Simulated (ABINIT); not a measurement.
Entries from a set of simulations; values are calculated unless marked as measured.

### Quasiparticle gap of RbBH4 (F-43m) in ABINIT

It takes space group F-43m (No. 216, cubic). The conventional cell has a = 6.906 Å, b = 6.906 Å, c = 6.906 Å, α = 90.00°, β = 90.00°, γ = 90.00°. Rb has 12 H at 2.92 Å and 6 B at 3.45 Å nearest. Nearest to B lie 4 H at 1.23 Å and 6 Rb at 3.45 Å. H has 1 B at 1.23 Å and 6 H at 2.00 to 2.88 Å and 3 Rb at 2.92 Å nearest. Farther neighbours, and contacts between anions beyond the nearest, are not listed.

```
method               : RPA screening on PBEsol, plane waves, norm-conserving pseudopotentials (and 2 further levels or steps)
program              : ABINIT 10.8.3
settings             : cutoff 34 Ha, PseudoDojo scalar-relativistic 0.4.1 standard, norm-conserving, ngkpt (2, 2, 2), nband 62, ecuteps 3.9 Ha, inclvkb 2, shiftk (0, 0, 0), symchi 1, awtr 1, frequency ppm, 2×2×2 k-mesh
cost                 : 5 runs, 66 s in all on 4 MPI ranks of Arm Neoverse V1, shared host
notes                : The program’s warnings: nproc spkpt=  >= nkpt= * nsppol=. The cell and positions are those that the Materials Project relaxed with its own functionals (PBE, PBE+U or r2SCAN), kept fixed. Limits: no spin-orbit coupling. The 2×2×2 mesh is coarse for this cell, which bears on the long-range parts of exchange and screening.
PBEsol gap           : 5.91 eV, indirect
G0W0 gap on the mesh : 8.59 eV
GW settings          : 2×2×2 mesh, 62 bands, screening to 106.1 eV, Godby-Needs plasmon pole
known limits         : short of the basis limit; no spin-orbit coupling; coarse k mesh
```

G0W0 moves the gap on the mesh from 5.91 eV to 8.59 eV (+2.69 eV), with Z of 0.82 and 0.88 at the edges. Local fields lower the RPA ε∞ on this mesh from 2.68 to 2.33; a Γ-centred mesh this coarse tends to raise both, most where the direct gap is narrow, while a short band sum lowers them.

[Long decimals in the printed logs are rounded to 6 places.]

[Logs are printed without paths, hosts, clocks, repeated set-up lines and the standing remarks that a program may print on its own settings, such as how far it seeks lower states.]

[Paths, hosts, dates, memory and timing lines, banners, echoed tables and standing remarks are left out of the program output; an Ansatz launch command may be rebuilt from the run's recorded settings. Measured values are a selection of at most five: reports struck by readers or far from the other reports are left out. None is set beside runs whose start may be inverted or whose files or cutoffs have a known fault.]

[Runs of the session that timed out or met a known fault of the program may be left out.]

[Hosts, paths, dates, database ids (printed as entryN), source tags and the programs' standing remarks are cut or masked in the printed files.]

[G0W0 gaps are taken among the corrected bands and points alone; a level outside them can change the order at an edge.]

[Where Ansatz stands beside ABINIT at settings called matched, ABINIT's density can come from a denser mesh and the files from another edition; pairs whose starting gaps differed by over 0.03 eV were left out, so agreement reads better than it is.]
